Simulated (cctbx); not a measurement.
**Reading a Patterson map**

Space group P6/mmm (no. 191), a = 6.4360 Å, b = 6.4360 Å, c = 3.5330 Å, α = 90.00°, β = 90.00°, γ = 120.00°, content W3 Ho1 Ga2.

Simulated single-crystal data (cctbx): Cu Kα, λ = 1.54184 Å, to d = 0.83 Å, 95 % of the full sphere, strongest reflection 20000 counts, noise from counting, a 2 % proportional error and a noise floor of 2 counts (s.d.); no absorption.

Patterson synthesis, origin scaled to 1000:

```text
Patterson group P 6/m m m
      u       v       w   height  length (A)
  0.000   0.000   0.000   1000.0     0.00
  0.000   0.500   0.000    514.1     3.22
  0.000   0.500   0.500    336.0     3.67
  0.165   0.330   0.500    149.8     2.55
  0.333   0.667   0.000    131.1     3.72
  0.000   0.154   0.234     20.0     1.29
  0.000   0.343   0.235     17.4     2.36
  0.151   0.500   0.250     16.9     3.90
  0.217   0.609   0.500     11.0     3.87
  0.112   0.224   0.000      6.4     1.25
  0.333   0.667   0.298      5.3     3.86
  0.098   0.370   0.000      3.0     2.14
  0.169   0.338   0.198      2.2     2.01
  0.000   0.194   0.000      1.8     1.25
```

Q: Assign the vectors.

A peak at u stands for all pairs with xi − xj = u, with weight Σ ZiZj against Σ Z² = 22839 at the origin. Peak heights follow these weights only roughly, since form factors, motion and series ripples differ, all vectors within 0.55 Å of a peak are counted as merged into it though the farther ones add only part of their weight, and F(000) is left out, which lowers the whole map:

| u | v | w | shortest length (Å) | height | 1000 ΣZiZj/ΣZ² | pairs in the cell |
| --- | --- | --- | --- | --- | --- | --- |
| 0.000 | 0.500 | 0.000 | 3.22 | 514 | 480 | 2 × W–W |
| 0.000 | 0.500 | 0.500 | 3.67 | 336 | 434 | 2 × W–Ho |
| 0.165 | 0.330 | 0.500 | 2.55 | 150 | 201 | 2 × W–Ga |
| 0.333 | 0.667 | 0.000 | 3.71 | 131 | 224 | 2 × Ho–Ga, 1 × Ga–Ga |

The table stops at ten peaks or at a height of 45, below which ripples compete. In the model behind the data W, the heaviest element, has 1 independent site: (0, 1/2, 1/2), up to an allowed shift of origin; the W–W vectors are differences of these positions and their symmetry mates. Elements of similar Z can't be told apart from the map alone. The whole model:

```csv
atom,mult.,x,y,z,Ueq (Å²)
W1,3,0,1/2,1/2,0.0074
Ho1,1,0,0,0,0.0076
Ga1,2,2/3,1/3,0,0.0116
```

The model is made up (kin elements in a known structure type, no relaxation), so it says nothing on whether the phase exists.

[Logs are printed without paths, hosts, clocks, repeated set-up lines and the standing remarks that a program may print on its own settings, such as how far it seeks lower states.]
